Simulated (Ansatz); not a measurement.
# Heat carried by phonons in CdS (Greenockite, P6_3mc)

Aim: the lattice thermal conductivity of CdS (Greenockite) against temperature, and which phonons carry it.

Measurements to reproduce:
- thermal conductivity 16 W/m/K near room temperature (given in “Combining the AFLOW GIBBS and Elastic Libraries to efficiently and robustly screen thermo-mechanical properties of solids”, 2017, arXiv:1611.05714)

Calculated with Ansatz 0.2.0; DFT LDA, scalar-relativistic, plane waves, PAW; PAW set soft_1.

This is a report of a sequence of runs, with most program output left out.

The database entry behind the starting cell differs from later determinations by our own check (about 0.35 % long), so it need not match the best structure at ambient conditions.

## (1) Starting point

It takes space group P6_3mc (No. 186, hexagonal). Conventional cell: a = 4.150 Å, b = 4.150 Å, c = 6.737 Å, α = 90.00°, β = 90.00°, γ = 120.00°. Nearest to Cd lie 4 S at 2.53 to 2.54 Å. Nearest to S lie 4 Cd at 2.53 to 2.54 Å. Farther neighbours and most contacts between anions are not listed.

Coordinates:

```cif
data_structure
_symmetry_space_group_name_H-M 'P 1'
_symmetry_Int_Tables_number 1
_cell_length_a 4.1500
_cell_length_b 4.1500
_cell_length_c 6.7370
_cell_angle_alpha 90.000
_cell_angle_beta 90.000
_cell_angle_gamma 120.000
_cell_volume 100.48
loop_
_atom_site_label
_atom_site_type_symbol
_atom_site_fract_x
_atom_site_fract_y
_atom_site_fract_z
_atom_site_occupancy
Cd1 Cd 0.33333 0.66667 0.00000 1
Cd2 Cd 0.66667 0.33333 0.50000 1
S3 S 0.33333 0.66667 0.37500 1
S4 S 0.66667 0.33333 0.87500 1
```

## (2) Probe on a coarse mesh

Before spending time, one coarse run tells the gap and the pressure of the starting cell.

Contents of input.yaml:

```yaml
crystal:
  lattice:
    - [4.15, 0.0, 0.0]
    - [-2.075, 3.5940054257, 0.0]
    - [0.0, 0.0, 6.737]
  atoms:
    - { symbol: Cd, position: [0.3333333333, 0.6666666667, 0.0] }
    - { symbol: Cd, position: [0.6666666667, 0.3333333333, 0.5] }
    - { symbol: S, position: [0.3333333333, 0.6666666667, 0.375] }
    - { symbol: S, position: [0.6666666667, 0.3333333333, 0.875] }
kpoints:
  mp_grid: { grid: [6, 6, 4] }
hamiltonian:
  xc: lda
  pseudopotentials: { kind: paw, azcp: { folder: soft_1 }, xc_functional: pbe }
scf:
  occupations: { method: gaussian, width: 0.1 }
  lower_state_search: "off"
output:
  forces: true
  stress: true
  eigenvalues: true
```

On the command line:

```bash
ansatz run input.yaml --threads 18 --pin off --max-ram 92160MiB --backend cuda --events-out ev --progress --plain --runs-dir out --max-vram 78GiB
```

Elapsed: 0.83 s, on 1 × NVIDIA GB200 with 18 threads of Arm Neoverse V2, shared host; peak memory 1.1 GiB.

This step gave:

| Item | Value |
| --- | --- |
| pressure | -3.105 GPa |
| gap on the k-mesh | 0.9104 eV |
| volume per atom | 25.12 Å³/atom |

Force by atom:

```tsv
atom	x (eV/Å)	y (eV/Å)	z (eV/Å)	size
Cd1	0.0000	0.0000	-0.0606	0.0606
Cd2	0.0000	0.0000	-0.0606	0.0606
S3	0.0000	0.0000	0.0606	0.0606
S4	0.0000	0.0000	0.0606	0.0606
```

The start is under -3.1 GPa at this level and looks like an insulator or semiconductor on this mesh.

## (3) Finding the static equilibrium

The vibrations must be taken about the equilibrium of this functional, not about the starting cell, so the structure is relaxed.

input.yaml, the sections that differ from step 2:

```yaml
kpoints:
  mp_grid: { grid: [9, 9, 4] }
scf:
  occupations: { method: gaussian, width: 0.02 }
  lower_state_search: "off"
relax:
  adjacent_minimum: "off"
  f_tol: 0.005
  max_steps: 80
  cell: { stress_tol: 0.05 }
# crystal, hamiltonian, output: as in step 2
```

The job ended after 2.7 s (1 × NVIDIA GB200 with 18 threads; peak memory 1.1 GiB).

Relaxation path:

```tsv
step	energy less that of the first step (eV)	largest force component (eV/Å)	pressure (GPa)	volume (Å³)
1	0.0000	0.0617	-3.11	100.48
2	-0.0531	0.0156	0.24	95.08
3	-0.0533	0.0058	-0.02	95.44
4	-0.0534	0.0001	0.00	95.42
5*	-0.0526	0.0001	0.00	95.42
```

Relaxation steps marked * repeat the geometry before them on a plane-wave basis chosen anew for their cell, so energy and pressure can jump there.

Forces are held to the 12 operations that the run works with; a distortion that breaks them can't arise in this run.

```tsv
conventional cell, symmetrised	before	after	change
a (Å)	4.150	4.074	-1.8 %
b (Å)	4.150	4.074	-1.8 %
c (Å)	6.737	6.639	-1.5 %
volume (Å³/atom)	25.12	23.85	-5.0 %
```

Final coordinates:

```xyz
4
Lattice="4.0738 0.0000 0.0000 -2.0369 3.5281 0.0000 0.0000 0.0000 6.6388" Properties=species:S:1:pos:R:3 pbc="T T T"
Cd    0.0000    2.3520   -0.0036
Cd    2.0369    1.1760    3.3158
S     0.0000    2.3520    2.4931
S     2.0369    1.1760    5.8125
```

This step gave:

```
pressure          : -0.001749 GPa
gap on the k-mesh : 1.026 eV
volume per atom   : 23.85 Å³/atom
```

The relaxation ends with a largest force component of 1.5e-4 eV/Å and a pressure of 0.00 GPa.

## (4) Tight relaxation

The thresholds are tightened for a last relaxation ahead of the phonons, and where mesh or smearing change with them the cell follows.

input.yaml, the sections that differ from step 3:

```yaml
crystal:
  lattice:
    - [4.0738436099, 0.0, 0.0]
    - [-2.0369218049, 3.5280520572, 0.0]
    - [0.0, 0.0, 6.6387608611]
  atoms:
    - { symbol: Cd, position: [0.3333333333, 0.6666666667, -0.0005357185] }
    - { symbol: Cd, position: [0.6666666667, 0.3333333333, 0.4994642815] }
    - { symbol: S, position: [0.3333333333, 0.6666666667, 0.3755357185] }
    - { symbol: S, position: [0.6666666667, 0.3333333333, 0.8755357185] }
scf:
  occupations: { method: fixed }
  lower_state_search: "off"
relax:
  adjacent_minimum: "off"
  f_tol: 0.001
  max_steps: 60
  cell: { stress_tol: 0.01 }
# kpoints, hamiltonian, output: as in step 3
```

The job ended after 1.5 s (1 × NVIDIA GB200 with 18 threads; peak memory 1.1 GiB; 3.2 s of CPU time).

Little changed from the start: no atom moved by 0.005 Å and no cell edge by 0.1 %.

This step gave:

* pressure: -0.001750 GPa

The residual pressure is -0.0017 GPa, small enough for phonons.

## (5) A faulty attempt

This input was changed on purpose, to see how the program answers.

input.yaml, the sections that differ from step 4:

```yaml
kpoints:
  mp_grid: { grid: [8, 8, 4] }
scf:
  occupations: { method: fixed }
  lower_state_search: "off"
  max_iter: 60
output:
  eigenvalues: true
phonons:
  supercell: [2, 2, 1]
  dielectric: false
  third_order: { supercell: [2, 2, 1], pair_cutoff: "4 eV" }
  lattice_thermal_conductivity:
    qmesh: [9, 9, 5]
    temperatures: [300]
    isotope_mass_variance:
      - { species: Cd, variance: 0.0002716 }
      - { species: S, variance: 0.0001651 }
# crystal, hamiltonian: as in step 4
# relax: removed
```

Run time: 0.03 s. Hardware: 18 threads; peak memory 0.018 GiB.

The input was rejected at the start.

The program's message: “Error: YAML parse error: error: line 25 column 53: expected [length], got [energy] (`eV`)
  --> <input>:25:53
   |
23 |   supercell: [2, 2, 1]
24 |   dielectric: false
25 |   third_order: { supercell: …”

The fault put into the input: a cutoff in a unit of energy.

## (6) Third-order constants on small settings, k-mesh 8×8×4, third order supercell 2×2×1

A small supercell and a short cutoff cost little, and show how far such settings carry.

input.yaml, the sections that differ from step 5:

```yaml
scf:
  occupations: { method: fixed }
  lower_state_search: "off"
phonons:
  method: fd
  dielectric: true
  supercell: [2, 2, 1]
  temperatures: { t_max: 1000, t_step: 50 }
  qpath:
    path:
      - [[0.0, 0.0, 0.0], [0.5, 0.0, 0.0], [0.33333333, 0.33333333, 0.0], [0.0, 0.0, 0.0], [0.0, 0.0, 0.5], [0.5, 0.0, 0.5], [0.33333333, 0.33333333, 0.5], [0.0, 0.0, 0.5]]
      - [[0.5, 0.0, 0.5], [0.5, 0.0, 0.0]]
      - [[0.33333333, 0.33333333, 0.0], [0.33333333, 0.33333333, 0.5]]
    npoints: 10
  third_order: { supercell: [2, 2, 1], pair_cutoff: 2.647 }
  lattice_thermal_conductivity:
    qmesh: [11, 11, 5]
    temperatures: [100.0, 150.0, 200.0, 300.0, 400.0, 500.0, 600.0, 800.0]
    isotope_mass_variance:
      - { species: Cd, variance: 0.0002716 }
      - { species: S, variance: 0.0001651 }
# crystal, kpoints, hamiltonian, output: as in step 5
```

Run time: 50 s. Hardware: 1 × NVIDIA GB200 with 18 threads; peak memory 2.4 GiB; 8.6 min of CPU time.

Numbers from this step:

```yaml
lowest_frequency_on_the_path: 0 cm⁻¹
zero_point_energy: 0.1333 eV/cell
point_group: 6mm
highest_frequency: 308 cm⁻¹
debye_temperature_from_the_second_moment: 386 K
kappa_at_300_k_relaxation_time: 7.692 W/m/K
kappa_at_300_k_full_solution: 8.009 W/m/K
dipole_term: run
mean_free_path_at_half_of_kappa: 33 nm
share_of_kappa_above_the_three_lowest_branches: 0.366
third_order_blocks: 52
periodic_aliases_dropped: 0
largest_relative_sum_rule_correction: 0.03996
displaced_cells_third_order: 76
```

W/m/K. Kappa, by row:

```tsv
T (K)	RTA xx	RTA yy	RTA zz	full xx	full yy	full zz	coherence part xx	coherence part yy	coherence part zz	ending	iterations	least Ritz value
100	24.6	24.6	18.25	25.82	25.82	17.93	0.01086	0.01086	0.007839	converged	7	0.633
150	16.57	16.57	11.94	17.41	17.41	11.71	0.02065	0.02065	0.01358	converged	8	0.598
200	12.55	12.55	8.951	13.24	13.24	8.78	0.02813	0.02813	0.01743	converged	8	0.573
300	8.518	8.518	6.039	9.048	9.048	5.93	0.03881	0.03881	0.02279	converged	8	0.541
400	6.48	6.48	4.591	6.917	6.917	4.512	0.04677	0.04677	0.02707	converged	8	0.522
500	5.243	5.243	3.717	5.618	5.618	3.656	0.05339	0.05339	0.03099	converged	8	0.509
600	4.412	4.412	3.13	4.741	4.741	3.081	0.05922	0.05922	0.03473	converged	8	0.5
800	3.363	3.363	2.39	3.629	3.629	2.355	0.06945	0.06945	0.04183	converged	9	0.487
```

This rung gives 7.69 W/(m K) at 300 K by relaxation time, but with 16 atoms, 1 neighbour distance inside the cutoff and a 11×11×5 mesh it is a test, not the conductivity of the crystal.

## (7) Third-order constants on small settings, k-mesh 9×9×4, third order supercell 3×3×2

input.yaml: that of step 6 with these lines changed.

```diff
@@ -11,3 +11,3 @@
 kpoints:
-  mp_grid: { grid: [8, 8, 4] }
+  mp_grid: { grid: [9, 9, 4] }
 hamiltonian:
@@ -23,3 +23,3 @@
   dielectric: true
-  supercell: [2, 2, 1]
+  supercell: [3, 3, 2]
   temperatures: { t_max: 1000, t_step: 50 }
@@ -31,5 +31,5 @@
     npoints: 10
-  third_order: { supercell: [2, 2, 1], pair_cutoff: 2.647 }
+  third_order: { supercell: [3, 3, 2], pair_cutoff: 2.647 }
   lattice_thermal_conductivity:
-    qmesh: [11, 11, 5]
+    qmesh: [15, 15, 7]
     temperatures: [100.0, 150.0, 200.0, 300.0, 400.0, 500.0, 600.0, 800.0]
```

The job ended after 3.2 min (1 × NVIDIA GB200 with 18 threads; peak memory 5.6 GiB; 25 min of CPU time).

Numbers from this step:

* zero-point energy: 0.1338 eV/cell
* highest frequency: 309.1 cm⁻¹
* Debye temperature from the second moment: 388 K
* κ at 300 K (relaxation time): 10.25 W/m/K
* κ at 300 K (full solution): 10.95 W/m/K
* mean free path at half of κ: 58.8 nm
* share of κ above the three lowest branches: 0.296
* largest relative sum-rule correction: 0.03915

W/m/K. Kappa, by row:

```tsv
T (K)	RTA xx	RTA yy	RTA zz	full xx	full yy	full zz	coherence part xx	coherence part yy	coherence part zz	ending	iterations	least Ritz value
100	29.47	29.47	34.51	31.85	31.85	35.16	0.02832	0.02832	0.006164	converged	8	0.602
150	19.44	19.44	22.28	21.13	21.13	22.57	0.03867	0.03867	0.01137	converged	8	0.575
200	14.6	14.6	16.51	15.96	15.96	16.69	0.04496	0.04496	0.01585	converged	8	0.556
300	9.869	9.869	11	10.88	10.88	11.1	0.05247	0.05247	0.02319	converged	8	0.533
400	7.503	7.503	8.3	8.324	8.324	8.375	0.0576	0.0576	0.02931	converged	8	0.518
500	6.071	6.071	6.684	6.765	6.765	6.744	0.06187	0.06187	0.0347	converged	8	0.509
600	5.108	5.108	5.605	5.71	5.71	5.655	0.0657	0.0657	0.03958	converged	8	0.501
800	3.892	3.892	4.249	4.369	4.369	4.288	0.07264	0.07264	0.04821	converged	8	0.492
```

This rung gives 10.2 W/(m K) at 300 K by relaxation time, but with 72 atoms, 1 neighbour distance inside the cutoff and a 15×15×7 mesh it is a test, not the conductivity of the crystal.

## (8) Levels and costs side by side

Ladder, by row:

```tsv
cells or q mesh	k mesh	pair cutoff	atoms in the supercell	q-mesh of the transport sums	κ at 300 K (relaxation time) (W/m/K)	κ at 300 K (full solution) (W/m/K)	core-minutes
2x2x1	8x8x4	2.647	16	11×11×5	7.692	8.009	8.6
3x3x2	9x9x4	2.647	72	15×15×7	10.25	10.95	24.6
```

## (9) Results

```yaml
conductivity: not obtained on sound settings
```

What this shows: No conductivity was obtained: no run with a large enough supercell and cutoff finished.

[Logs are printed without paths, hosts, clocks, repeated set-up lines and the standing remarks that a program may print on its own settings, such as how far it seeks lower states.]

[Hosts, paths, dates, database ids (printed as entryN), source tags and the programs' standing remarks are cut or masked in the printed files.]

[A step with changed settings may run another functional than the one named; its input shows which.]
